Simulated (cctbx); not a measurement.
## TbTaIr across an absorption edge

Space group Pnma (no. 62), a = 6.8200 Å, b = 4.3380 Å, c = 7.4000 Å, α = 90.00°, β = 90.00°, γ = 90.00°.

```csv
atom,mult.,x,y,z,Ueq (Å²)
Ir1,4,0.1950,3/4,0.5896,0.0160
Ta1,4,0.8256,3/4,0.5812,0.0121
Tb1,4,0.5175,1/4,0.6793,0.0142
```

The model was made for the exercise: a known structure type with other elements put in, its volume estimated, not relaxed; displacement parameters are assumed.

Calculated with cctbx: free-atom f′ and f″ from the Sasaki tables, no fine structure; amplitudes in electrons.

```csv
E (eV),F 2 1 2,F 2 0 0,F 1 1 2,F 2 0 1
9281,4.6,118.1,300.6,35.8
9631,5.3,109.0,299.7,38.6
9761,6.9,104.0,297.9,40.8
9821,8.8,100.1,296.0,42.9
9851,10.8,96.5,294.0,45.1
9866,13.0,93.2,291.9,47.2
9873,14.9,90.3,290.0,49.1
9877,16.9,87.4,288.1,51.1
9885,18.9,83.7,288.6,51.6
9889,16.3,87.6,291.2,49.0
9896,14.2,90.8,293.4,46.7
9911,12.0,94.2,295.7,44.3
9941,9.9,97.3,298.0,41.9
10031,7.6,100.7,301.0,38.8
10281,5.9,102.4,304.1,35.3
```

**Question.** Which edge is crossed, and why do the reflections move as they do?

The L3 edge of Ta. The edge is at 9881 eV. f′ of Ta falls from -12.1 e at 9761 eV to -18.9 e at 4 eV below it, and f″ steps from 3.79 to 10.49 e across it. Over that approach |F| changes by +145 % (2 1 2), -16 % (2 0 0), -3 % (1 1 2) and +25 % (2 0 1): a reflection falls where Ta scatters in phase with the total and rises where it scatters against it; it hardly moves where the Ta term is small or cancels by symmetry. Above the edge the larger f″ enters the imaginary part, where it can add to or cancel the other atoms' f″. The structure is centrosymmetric, so Friedel mates stay equal.

[Logs are printed without paths, hosts, clocks, repeated set-up lines and the standing remarks that a program may print on its own settings, such as how far it seeks lower states.]
